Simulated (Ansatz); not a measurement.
**A convergence test on BaCu2SnS4 (P3_121): k mesh of the density**

Aim: see how gap, energy and time of BaCu2SnS4 (P3_121) follow the k mesh of the density.

Method: DFT, r2SCAN, plane waves, PAW, in Ansatz 0.2.0.

Report form: inputs, costs, results and the conclusion, without the logs.

## (1) The starting structure

The structure is trigonal, space group P3_121 (No. 152). Conventional cell: a = 6.437 Å, b = 6.437 Å, c = 15.831 Å, α = 90.00°, β = 90.00°, γ = 120.00°. Nearest to Ba lie 8 S at 3.23 to 3.34 Å. Nearest to Cu lie 4 S at 2.33 to 2.39 Å. Nearest to Sn lie 4 S at 2.45 to 2.46 Å. Nearest to S lie 2 Cu at 2.33 to 2.37 Å and 1 Sn at 2.46 Å and 2 Ba at 3.23 to 3.24 Å. Nearest to S lie 2 Cu at 2.33 to 2.39 Å and 1 Sn at 2.45 Å and 2 Ba at 3.26 to 3.34 Å. Farther neighbours, and contacts between anions beyond the nearest, are not listed.

The cell and positions are those that the Materials Project relaxed with its own functionals (PBE, PBE+U or r2SCAN), kept fixed. The default PAW set here is soft_2. Its files were made with PBE.

## (2) k mesh of the density: 3×3×1

input.yaml reads:

```yaml
crystal:
  lattice:
    - [6.4365004231, 0.0, 0.0]
    - [-3.2182502115, 5.5741728779, 0.0]
    - [0.0, 0.0, 15.830995]
  atoms:
    - { symbol: Ba, position: [0.426402, 0.426402, 0.5] }
    - { symbol: Ba, position: [0.0, 0.573598, 0.16666667] }
    - { symbol: Ba, position: [0.573598, 0.0, 0.83333333] }
    - { symbol: Cu, position: [0.369782, 0.43384, 0.745199] }
    - { symbol: Cu, position: [0.935942, 0.56616, 0.92146767] }
    - { symbol: Cu, position: [0.43384, 0.369782, 0.254801] }
    - { symbol: Cu, position: [0.064058, 0.630218, 0.41186567] }
    - { symbol: Cu, position: [0.56616, 0.935942, 0.07853233] }
    - { symbol: Cu, position: [0.630218, 0.064058, 0.58813433] }
    - { symbol: Sn, position: [0.704992, 0.0, 0.33333333] }
    - { symbol: Sn, position: [0.0, 0.704992, 0.66666667] }
    - { symbol: Sn, position: [0.295008, 0.295008, 0.0] }
    - { symbol: S, position: [0.765195, 0.65191, 0.335819] }
    - { symbol: S, position: [0.886715, 0.234805, 0.00248567] }
    - { symbol: S, position: [0.34809, 0.113285, 0.66915233] }
    - { symbol: S, position: [0.113285, 0.34809, 0.33084767] }
    - { symbol: S, position: [0.234805, 0.886715, 0.99751433] }
    - { symbol: S, position: [0.65191, 0.765195, 0.664181] }
    - { symbol: S, position: [0.939587, 0.440447, 0.54641] }
    - { symbol: S, position: [0.50086, 0.060413, 0.21307667] }
    - { symbol: S, position: [0.060413, 0.50086, 0.78692333] }
    - { symbol: S, position: [0.440447, 0.939587, 0.45359] }
    - { symbol: S, position: [0.49914, 0.559553, 0.12025667] }
    - { symbol: S, position: [0.559553, 0.49914, 0.87974333] }
kpoints:
  mp_grid: { grid: [3, 3, 1] }
  band_path:
    path:
      - [0.0, 0.0, 0.0]
      - [0.5, 0.0, 0.0]
      - [0.33333333, 0.33333333, 0.0]
      - [0.0, 0.0, 0.5]
      - [0.5, 0.0, 0.5]
      - [0.33333333, 0.33333333, 0.5]
      - [0.0, 0.0, 0.15]
    npoints: 1
hamiltonian:
  xc: r2scan
scf:
  occupations: { method: fixed }
  n_extra_bands: 12
output:
  eigenvalues: true
  forces: true
  stress: true
```

The run is started by

```bash
ansatz run input.yaml --threads 3 --pin off --max-ram 92160MiB --backend cuda --events-out ev --progress --plain --runs-dir out --devices 1 --max-vram 13GiB
```

Elapsed: 13 s, on 1 × NVIDIA H100 80GB HBM3 (shared by 6 runs) with 3 threads of AMD EPYC 7R13 (Zen 3), shared host; peak memory 1.9 GiB.

Read from the output:

```yaml
pressure: -1.436 GPa
gap: 0.6287 eV
valence_top_at: k = (0.000, 0.000, 0.150)
conduction_bottom_at: Γ
least_direct_gap: 0.6388 eV
```

The gap is indirect, with the least direct gap 0.010 eV higher.

## (3) k mesh of the density: 3×3×2

input.yaml, as its differences from that of step 2:

```diff
@@ -31,3 +31,3 @@
 kpoints:
-  mp_grid: { grid: [3, 3, 1] }
+  mp_grid: { grid: [3, 3, 2] }
   band_path:
```

Elapsed: 15 s, on 1 × NVIDIA H100 80GB HBM3 (shared by 6 runs) with 3 threads; peak memory 1.9 GiB.

Read from the output:

* pressure: -1.436 GPa
* gap: 0.6303 eV
* valence top at: k = (0.000, 0.000, 0.150)
* conduction bottom at: Γ
* least direct gap: 0.6404 eV

The gap is 0.630 eV, +0.002 eV from the run before at this level.

## (4) k mesh of the density: 6×6×2 (the default)

input.yaml, as its differences from that of step 3:

```diff
@@ -31,13 +31,9 @@
 kpoints:
-  mp_grid: { grid: [3, 3, 2] }
+  mp_grid: { grid: [6, 6, 2] }
   band_path:
     path:
-      - [0.0, 0.0, 0.0]
-      - [0.5, 0.0, 0.0]
-      - [0.33333333, 0.33333333, 0.0]
-      - [0.0, 0.0, 0.5]
-      - [0.5, 0.0, 0.5]
-      - [0.33333333, 0.33333333, 0.5]
-      - [0.0, 0.0, 0.15]
-    npoints: 1
+      - [[0.0, 0.0, 0.0], [0.5, 0.0, 0.0], [0.33333333, 0.33333333, 0.0], [0.0, 0.0, 0.0], [0.0, 0.0, 0.5], [0.5, 0.0, 0.5], [0.33333333, 0.33333333, 0.5], [0.0, 0.0, 0.5]]
+      - [[0.5, 0.0, 0.5], [0.5, 0.0, 0.0]]
+      - [[0.33333333, 0.33333333, 0.5], [0.33333333, 0.33333333, 0.0]]
+    npoints: 10
 hamiltonian:
@@ -45,3 +41,3 @@
 scf:
-  occupations: { method: fixed }
+  occupations: { method: fermi_dirac, width: 0.02 }
   n_extra_bands: 12
@@ -51 +47,5 @@
   stress: true
+  write_density: true
+  write_potential: true
+  elf: true
+  volumetric_format: npy
```

Wall time 52 s (1 × NVIDIA H100 80GB HBM3 (shared by 6 runs) with 3 threads); peak memory 2.4 GiB.

Numbers from this step:

* pressure: -1.429 GPa
* gap: 0.6317 eV
* valence top at: k = (0.000, 0.000, 0.150)
* conduction bottom at: Γ
* least direct gap: 0.6419 eV

The gap is 0.632 eV, +0.001 eV from the run before at this level.

## (5) The series

Differences are against the last row; a negative gap means that bands overlap, and a run with a band path holds that path's time. Times are wall times on 1 × NVIDIA H100 80GB HBM3 (shared by 6 runs) with 3 threads of AMD EPYC 7R13 (Zen 3), shared host, good to a factor of about two.

```csv
k mesh of the density,gap (eV),direct gap (eV),gap error (eV),energy error (meV/atom),irreducible k,time
3×3×1,0.629,0.639,−0.003,+1.9,3,13 s
3×3×2,0.630,0.640,−0.001,+0.9,6,15 s
6×6×2,0.632,0.642,+0.000,+0.0,14,52 s
```

## (6) Results

```
3×3×1 : 0.629 eV
3×3×2 : 0.630 eV
6×6×2 : 0.632 eV
```

What this shows: The gap holds to 0.02 eV from 3×3×1 on, the cheapest setting tried. At 3×3×1 the gap is off by −0.003 eV and the energy by +2 meV/atom. The gap is read over the mesh and added points near the edges, so meshes differ mainly through the density and, for a hybrid, the exchange operator. The runs have no spin polarisation. For a closed low-spin shell that is the natural state; where a d or f shell is open it is a constraint, and the gap is then not the crystal's own.

[Long decimals in the printed logs are rounded to 6 places.]

[Logs are printed without paths, hosts, clocks, repeated set-up lines and the standing remarks that a program may print on its own settings, such as how far it seeks lower states.]

[Paths, hosts, dates, memory and timing lines, banners, echoed tables and standing remarks are left out of the program output; an Ansatz launch command may be rebuilt from the run's recorded settings. Measured values are a selection of at most five: reports struck by readers or far from the other reports are left out. None is set beside runs whose start may be inverted or whose files or cutoffs have a known fault.]

[Runs of the session that timed out or met a known fault of the program may be left out.]

[Cells called generated may have been cut or substituted from an entry of the Crystallography Open Database or the Materials Project.]

[Hosts, paths, dates, database ids (printed as entryN), source tags and the programs' standing remarks are cut or masked in the printed files.]

[Where the starting crystal was built by hand or by swapping elements, it need not be the compound's stable phase.]
